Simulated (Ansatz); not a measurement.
# Sn wire along [111], 62 atoms a period, H-terminated: bands by functional, part 2 of 2

Wanted: the relaxed geometry and the bands of the Sn wire along [111], 62 atoms a period, H-terminated.

Ansatz 0.2.0; DFT PBE, plane waves, PAW; relaxation of a wire's period; PAW set soft_1 (the session's first sound run).

So far. Step 2 (The relaxed wire): The cell's length comes to 11.508 Å with spin left out.

## 3. The wire at its relaxed period

This step: DFT PBE, plane waves, PAW; bands of a perfect wire; PAW set soft_1 (Ansatz 0.2.0).

At the relaxed period the bands are computed along the axis; those that cross an energy going forward count the channels that a perfect wire would open there.

Contents of input.yaml:

```yaml
crystal:
  lattice:
    - [23.765, 0.0, 0.0]
    - [0.0, 23.674, 0.0]
    - [0.0, 0.0, 11.5082731865]
  atoms:
    - { symbol: Sn, position: [0.302884641, 0.500135675, 0.000241394] }
    - { symbol: Sn, position: [0.401316992, 0.671289111, 0.000240466] }
    - { symbol: Sn, position: [0.499989866, 0.499999648, 0.99997755] }
    - { symbol: Sn, position: [0.59866274, 0.671289111, 0.000240466] }
    - { symbol: Sn, position: [0.302884641, 0.499864325, 0.249758606] }
    - { symbol: Sn, position: [0.401316992, 0.328710889, 0.249759534] }
    - { symbol: Sn, position: [0.4015552, 0.671431814, 0.249759791] }
    - { symbol: Sn, position: [0.499989866, 0.500000352, 0.25002245] }
    - { symbol: Sn, position: [0.59866274, 0.328710889, 0.249759534] }
    - { symbol: Sn, position: [0.598424531, 0.671431814, 0.249759791] }
    - { symbol: Sn, position: [0.69709509, 0.499864325, 0.249758606] }
    - { symbol: H, position: [0.145660603, 0.48950724, 0.292441529] }
    - { symbol: H, position: [0.192993552, 0.382328703, 0.275383697] }
    - { symbol: H, position: [0.24497342, 0.29193372, 0.275386053] }
    - { symbol: H, position: [0.245232524, 0.647650317, 0.285874472] }
    - { symbol: H, position: [0.313782017, 0.197201966, 0.292438254] }
    - { symbol: H, position: [0.331873163, 0.813287019, 0.292421032] }
    - { symbol: H, position: [0.448007186, 0.82573219, 0.275366802] }
    - { symbol: H, position: [0.499989866, 0.204700304, 0.285886274] }
    - { symbol: H, position: [0.551972545, 0.82573219, 0.275366802] }
    - { symbol: H, position: [0.668106568, 0.813287019, 0.292421032] }
    - { symbol: H, position: [0.686197714, 0.197201966, 0.292438254] }
    - { symbol: H, position: [0.755006311, 0.29193372, 0.275386053] }
    - { symbol: H, position: [0.754747208, 0.647650317, 0.285874472] }
    - { symbol: H, position: [0.806986179, 0.382328703, 0.275383697] }
    - { symbol: H, position: [0.854319128, 0.48950724, 0.292441529] }
    - { symbol: Sn, position: [0.202707683, 0.448775554, 0.335078124] }
    - { symbol: Sn, position: [0.307156071, 0.267160669, 0.335084082] }
    - { symbol: Sn, position: [0.305213226, 0.612890462, 0.336206336] }
    - { symbol: Sn, position: [0.401117909, 0.442695878, 0.333305178] }
[... 68 atom lines left out ...]
    - { symbol: H, position: [0.754747208, 0.352349683, 0.964125528] }
    - { symbol: H, position: [0.806986179, 0.617671297, 0.974616303] }
    - { symbol: H, position: [0.854319128, 0.51049276, 0.957558471] }
    - { symbol: Sn, position: [0.4015552, 0.328568186, 0.000240209] }
    - { symbol: Sn, position: [0.598424531, 0.328568186, 0.000240209] }
    - { symbol: Sn, position: [0.69709509, 0.500135675, 0.000241394] }
kpoints:
  mp_grid: { grid: [1, 1, 7] }
  band_path: { path: ["Γ", Z], npoints: 90 }
scf:
  occupations: { method: fermi_dirac, width: 0.05 }
hamiltonian:
  xc: pbe
  pseudopotentials: { kind: paw, azcp: { folder: soft_1 } }
output:
  dos: { e_range: [-5, 4] }
  write_potential: true
  write_density: true
  volumetric_format: npy
```

Launch:

```bash
$ ansatz run input.yaml --threads 16 --pin off --max-ram 61440MiB --backend cuda --events-out ev --progress --plain --runs-dir out --max-vram 78GiB
```

Numbers of over 12 decimals in the logs are rounded to 6 here.

Log:

```text
[...]
Crystal: 104 atoms, lattice volume = 6474.700 Å³
Basis set: ecut = 420 eV, 126555 PW (Γ)
Bands: 559, of which v1, the nominal top of the filled ones, is band 455 counted from 1 (454 counted from 0)
Symmetry: 4 space group operations
[...]
k-points: 4 of 7
[...]
SCF iter   1: F=—  HF=-374166.578962 eV  |F-HF|=—  |Δ(HF+E_count)|=         —  Δρ=2.59e-2  dr2=4.62e1  ethr=3.10e-3  ⟨swp⟩=7.0  Hψ=10251  notcnv=0  defer=79
[...]
SCF iter   6: F=—  HF=-374154.279523 eV  |F-HF|=—  |Δ(HF+E_count)|=   1.70e-2  Δρ=2.49e-4  dr2=6.44e-3  ethr=4.12e-6  ⟨swp⟩=2.0  Hψ=2491  notcnv=0  defer=325
[...]
SCF iter  10: F=—  HF=-374154.287135 eV  |F-HF|=—  |Δ(HF+E_count)|=   2.84e-5  Δρ=6.12e-6  dr2=1.81e-5  ethr=1.96e-9  ⟨swp⟩=2.0  Hψ=2492  notcnv=0  defer=325
[...]
SCF iter  12: F=-374154.287137 eV  HF=-374154.287137 eV  |F-HF|=1.12e-7  |Δ(HF+E_count)|=   1.08e-6  Δρ=8.48e-7  dr2=8.66e-8  ethr=1.10e-11  ⟨swp⟩=14.0  Hψ=11213  notcnv=0
SCF 1 converged in 12 iterations: F = -374154.287137 eV  dr2 = 8.66e-8
[...]
NSCF: frozen V_eff on 91 k-points
[...]
SCF converged after 12 iterations
[...]
```

It took 41 s on 1 × NVIDIA GB200 with 16 threads of Arm Neoverse V2, shared host; peak memory 6.4 GiB.

In the SCF lines HF is the Harris–Foulkes energy and dr2 the Hartree energy of the density residual, in eV; the loop may stop once dr2 is under the threshold and the program's other checks hold. Hψ counts applications of the Hamiltonian.

This step gave:

| Property | Result |
| --- | --- |
| energy at zero smearing | -374154.2870 eV |
| band gap | 0.7195 eV |

Electronic bands along the path, in eV, zero at the Fermi level; v1 is the highest filled band, c1 the lowest empty one:

```csv
point,v4,v3,v2,v1,c1,c2,c3,c4
Γ,-0.87,-0.78,-0.78,-0.36,0.36,1.07,1.07,1.09
halfway,-0.97,-0.92,-0.78,-0.78,0.80,0.80,0.80,0.88
Z,-1.00,-1.00,-0.92,-0.92,0.68,0.69,0.69,0.99
```

The gap is 0.719 eV, with spin left out.

The path shows a direct gap of 0.72 eV (valence top at Γ, conduction bottom at Γ).

## 4. Another level of theory, cutoff 500 eV, k-mesh 1×1×6

This step: DFT r2SCAN, plane waves, PAW; bands of a perfect wire at the PBE geometry; PAW set soft_1 (Ansatz 0.2.0).

The atoms stay at the PBE geometry and the functional changes. r2SCAN also reads the kinetic-energy density; it often gives larger moments and wider gaps than PBE, at a higher cost. Against the first PBE run of this kind, the cutoff is 500 eV against 420 and the mesh along the wire has 6 points against 7.

Changes to input.yaml since step 3:

```diff
@@ -44,3 +44,3 @@
 kpoints:
-  mp_grid: { grid: [1, 1, 7] }
+  mp_grid: { grid: [1, 1, 6] }
   band_path: { path: ["Γ", Z], npoints: 90 }
@@ -49,8 +49,3 @@
 hamiltonian:
-  xc: pbe
+  xc: r2scan
   pseudopotentials: { kind: paw, azcp: { folder: soft_1 } }
-output:
-  dos: { e_range: [-5, 4] }
-  write_potential: true
-  write_density: true
-  volumetric_format: npy
```

Log:

```text
[...]
Crystal: 104 atoms, lattice volume = 6474.700 Å³
Basis set: ecut = 500 eV, 164297 PW (Γ), exchange–correlation on 720×720×360 points (64 copies of the dense FFT grid, shifted against one another)
Bands: 559, of which v1, the nominal top of the filled ones, is band 455 counted from 1 (454 counted from 0)
Symmetry: 4 space group operations
[...]
k-points: 4 of 6
[...]
SCF iter   1: F=—  HF=-375056.575897 eV  |F-HF|=—  |Δ(HF+E_count)|=         —  Δρ=2.49e-2  dr2=4.15e1  dr2_τ=3.35e-1  ethr=3.10e-3  ⟨swp⟩=7.5  Hψ=7138  notcnv=0  defer=188
[...]
SCF iter   6: F=—  HF=-375050.260067 eV  |F-HF|=—  |Δ(HF+E_count)|=   3.14e-2  Δρ=2.29e-4  dr2=4.14e-3  dr2_τ=8.04e-5  ethr=3.07e-6  ⟨swp⟩=2.0  Hψ=2538  notcnv=0  defer=343
[...]
SCF iter  11: F=—  HF=-375050.274674 eV  |F-HF|=—  |Δ(HF+E_count)|=   3.03e-6  Δρ=1.98e-6  dr2=1.80e-6  dr2_τ=7.82e-9  ethr=6.03e-10  ⟨swp⟩=2.0  Hψ=2440  notcnv=0  defer=343
[...]
SCF iter  13: F=-375050.274675 eV  HF=-375050.274675 eV  |F-HF|=2.15e-8  |Δ(HF+E_count)|=   2.34e-7  Δρ=2.77e-7  dr2=2.24e-8  dr2_τ=1.12e-10  ethr=1.10e-11  ⟨swp⟩=83.0  Hψ=12722  notcnv=0
SCF 1 converged in 13 iterations: F = -375050.274675 eV  dr2 = 2.24e-8
[...]
the band table was solved once the SCF had ended and its energy, with any forces and stress, was formed, with the checks that follow a solve (9605 applications of the Hamiltonian). They found nothing against the state; the energy, forces and stress were not computed again (output.eigenvalues in the input reference)
[...]
SCF converged after 13 iterations
[...]
```

The job ended after 78 s (1 × NVIDIA GB200 with 16 threads; peak memory 10 GiB).

This step gave:

```
band gap : 1.000 eV
```

Electronic bands along the path, in eV, zero at the Fermi level; v1 is the highest filled band, c1 the lowest empty one:

```csv
point,v4,v3,v2,v1,c1,c2,c3,c4
Γ,-1.05,-0.94,-0.94,-0.50,0.50,1.18,1.18,1.21
halfway,-1.15,-1.06,-0.94,-0.94,0.90,0.90,0.92,0.98
Z,-1.18,-1.18,-1.09,-1.09,0.77,0.78,0.78,1.11
```

The gap is 1.00 eV, against 0.719 eV under PBE at the relaxed period.

## 5. Results

```json
{
  "cell length, PBE": "11.51 Å",
  "gap, PBE": "0.719 eV",
  "gap, r2SCAN": "1.00 eV"
}
```

**Reading.** Under PBE the cell's length is 11.51 Å, and a gap of 0.72 eV makes it a semiconductor. At the relaxed period the wire is gapped under every functional, from 0.72 eV (PBE) to 1.00 eV (r2SCAN). Weak screening in one dimension makes quasiparticle gaps larger than the semilocal gaps, as a rule.

[Logs are printed without paths, hosts, clocks, repeated set-up lines and the standing remarks that a program may print on its own settings, such as how far it seeks lower states.]

[Hosts, paths, dates, database ids (printed as entryN), source tags and the programs' standing remarks are cut or masked in the printed files.]
